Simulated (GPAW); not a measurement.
# Screening of a field by a 9-layer slab of Pt(110), part 2 of 2

Wanted: the out-of-plane polarisability of a 9-layer slab of Pt(110).

GPAW 26.7.0; GPAW, PAW setups; slab in vacuum, relaxation (the session's first sound run).

So far. Step 8 (In a field): The dipole is now 0.0846 e Å, against 5.0e-4 in the run without a field. Step 9 (Field on): The dipole is now 0.169 e Å, against 5.0e-4 in the run without a field.

### Step 10. Field on

run.py

```python
import json
import numpy as np
from ase import Atoms
from gpaw import GPAW, PW
from gpaw.external import ConstantElectricField

slab = Atoms(
    ['Pt', 'Pt', 'Pt', 'Pt', 'Pt', 'Pt', 'Pt', 'Pt', 'Pt'],
    positions=[
        [0.00000, 0.00000, 8.00000],
        [1.96000, 1.38593, 9.38593],
        [0.00000, 0.00000, 10.77186],
        [1.96000, 1.38593, 12.15779],
        [0.00000, 0.00000, 13.60284],
        [1.96000, 1.38593, 15.02159],
        [0.00000, 0.00000, 16.43404],
        [1.96000, 1.38593, 17.94911],
        [0.00000, 0.00000, 19.18970]],
    cell=[[3.92, 0.0, 0.0], [0.0, 2.77186, 0.0], [0.0, 0.0, 27.08743]],
    pbc=[True, True, False])

slab.calc = GPAW(mode=PW(400), xc='PBE', kpts={'size': (8, 11, 1), 'gamma': True},
                 occupations={'name': 'fermi-dirac', 'width': 0.1}, nbands='160%',
                 convergence={'density': 1e-05}, maxiter=200,
                 poissonsolver={'dipolelayer': 'xy'},
                 external=ConstantElectricField(0.3, [0, 0, 1]),
                 symmetry={'tolerance': 1e-3}, txt='slab.txt')
result = {}
energy = slab.get_potential_energy()
fermi = slab.calc.get_fermi_level()
v = slab.calc.get_electrostatic_potential().mean((0, 1)) - fermi
n = slab.calc.get_pseudo_density().mean((0, 1))
L = slab.cell[2, 2]
z = np.arange(len(v)) * L / len(v)
low, high = slab.positions[:, 2].min(), slab.positions[:, 2].max()
below, above = np.interp([low - 5.8, high + 5.8], z, v)
slopes = [np.interp(x, z, np.gradient(v, z)) for x in (low - 5.8, high + 5.8)]
eps = np.array([[slab.calc.get_eigenvalues(k, s) for k in range(len(slab.calc.get_ibz_k_points()))]
                for s in range(slab.calc.get_number_of_spins())]) - fermi
top, bottom = eps[eps < 0].max(), eps[eps > 0].min()
dipole = slab.get_dipole_moment()[2]
print(f'energy {energy:.4f} eV, Fermi level {fermi:.4f} eV, dipole {dipole:.5f} e A')
print(f'potential 5.8 A off the faces, from the Fermi level: lower {below:.4f} eV, upper {above:.4f} eV')
print(f'slope of the potential there: lower {slopes[0]:.5f}, upper {slopes[1]:.5f} eV/A')
print(f'nearest levels on the mesh: {top:.4f} and {bottom:.4f} eV')
print('magnetic moment', round(slab.get_magnetic_moment(), 3))
result.update(energy=energy, fermi=fermi, dipole=dipole, below=below, above=above, slopes=slopes, edges=[top, bottom],
              z=z.tolist(), v=v.tolist(), n=n.tolist(), positions=slab.positions.tolist(),
              forces=slab.get_forces(apply_constraint=False).tolist(), moments=slab.get_magnetic_moments().tolist())
json.dump(result, open('result.json', 'w'))
```

Launch:

```console
OMP_NUM_THREADS=1 OPENBLAS_NUM_THREADS=1 python run.py
```

The job ended after 17 min (1 thread of AMD EPYC 9R45, shared host; peak memory 0.79 GiB).

The electrostatic potential energy of an electron (without an applied field's), less the Fermi level, planar mean oscillates, so the rows of the table below give means over windows of 1.41 Å about each position, cut where the curve ends. Its maxima inside the range that stand out by 2 % of the span (Å: eV): 2.5: 7.41, 8.7: -6.31, 10.1: -7.31, 11.5: -7.71, 12.9: -7.06, 14.3: -7.89, 15.7: -8.41, 17.2: -7.29, 18.5: -12.2. Its minima: 8.0: -13.2, 9.4: -14.6, 10.7: -15.1, 12.1: -15.4, 13.7: -15.7, 15.1: -16.2, 16.5: -16.5, 18.0: -17.5, 19.2: -17.2.

The electrostatic potential energy of an electron (without an applied field's), less the Fermi level, planar mean by z; means over each step:

```csv
z (Å),"electrostatic potential energy of an electron (without an applied field's), less the Fermi level, planar mean (eV)"
0.70,7.12
2.11,7.41
3.52,7.41
4.93,7.38
6.34,6.53
7.75,-6.76
9.16,-10.5
10.57,-11.2
11.98,-11.4
13.39,-11.5
14.80,-12.1
16.21,-12.3
17.62,-12.4
19.03,-13.6
20.44,0.777
21.85,3.14
23.26,3.18
24.67,3.18
26.08,3.21
```

The dipole is now 0.254 e Å, against 5.0e-4 in the run without a field.

### Step 11. The series

The members are put on one axis.

This step: induced dipole against applied field (GPAW 26.7.0).

Table of dipole along the normal by field:

```csv
field (V/Å),dipole along the normal (e·Å)
-0.200,-0.169
-0.100,-0.0844
-0.050,-0.0420
0.000,5.0e-4
0.050,0.0424
0.100,0.0846
0.200,0.169
0.300,0.254
```

### Step 12. A changed run

One more run, with changed settings.

This step: GPAW, PAW setups; slab in vacuum (GPAW 26.7.0).

run.py: that of step 10 with these lines changed.

```diff
@@ -3,4 +3,3 @@
 from ase import Atoms
-from gpaw import GPAW, PW
-from gpaw.external import ConstantElectricField
+from gpaw import GPAW
 
@@ -21,7 +20,6 @@
 
-slab.calc = GPAW(mode=PW(400), xc='PBE', kpts={'size': (8, 11, 1), 'gamma': True},
+slab.calc = GPAW(mode='fd', h=0.4, xc='PBE', kpts={'size': (8, 11, 1), 'gamma': True},
                  occupations={'name': 'fermi-dirac', 'width': 0.1}, nbands='160%',
-                 convergence={'density': 1e-05}, maxiter=200,
+                 convergence={'density': 1e-05}, maxiter=100,
                  poissonsolver={'dipolelayer': 'xy'},
-                 external=ConstantElectricField(0.3, [0, 0, 1]),
                  symmetry={'tolerance': 1e-3}, txt='slab.txt')
```

Elapsed: 7.7 min, on 1 thread; peak memory 0.43 GiB.

The run finished. A setting was moved off its sound value on purpose, so it serves as a test and not as the result.

The fault put into the input: a grid far too coarse (mode = "fd" and h = 0.4).

The two runs compared:

```csv
quantity,this run,sound run,difference
dipole along the normal (e·Å),0.0035777,5.031e-4,0.00307
upper work function (eV),5.1636,5.2969,-0.133
lower work function (eV),5.2234,5.3012,-0.0778
```

One result that differs is the upper work function, 5.16 eV against 5.30 eV.

### Step 13. Results

```json
{
  "work function, both faces": "5.30 eV",
  "dipole along the normal": "5.0e-4 e Å, near the numerical noise",
  "induced dipole per field": "0.845 e Å per V/Å",
  "out-of-plane polarisability per area, α/(ε0 A)": "14.1 Å"
}
```

In words: The field induces 0.845 e Å per V/Å, a polarisable thickness α/(ε0 A) of 14.1 Å beside 11.2 Å between the outermost nuclei. A perfect conductor would give the distance between its two image planes; a dielectric of thickness t gives t(1 - 1/ε). The measured value for this face is 5.53 eV (as compiled in "Anisotropic work function of elemental crystals", 2019, arxiv:1902.07811); the relaxed upper face lies 0.23 eV under it with PBE. Measured work functions scatter by a tenth of an eV or more between methods. The clean face reconstructs (W and Mo (100) only when cold), while this slab is an unreconstructed 1×1 cell, so the two are not the same surface. The induced dipole is linear in the field over this range. The small printed dipole stands for a step of -8.4 meV from the lower to the upper face, and the probes find -4.3 meV; values this small are near the numerical noise of both. The in-plane lattice was kept as typed, which isn't the functional's own and leaves some strain; spin-orbit coupling and temperature are left out.

[Logs are printed without paths, hosts, clocks, repeated set-up lines and the standing remarks that a program may print on its own settings, such as how far it seeks lower states.]

[Hosts, paths, dates, database ids (printed as entryN), source tags and the programs' standing remarks are cut or masked in the printed files.]
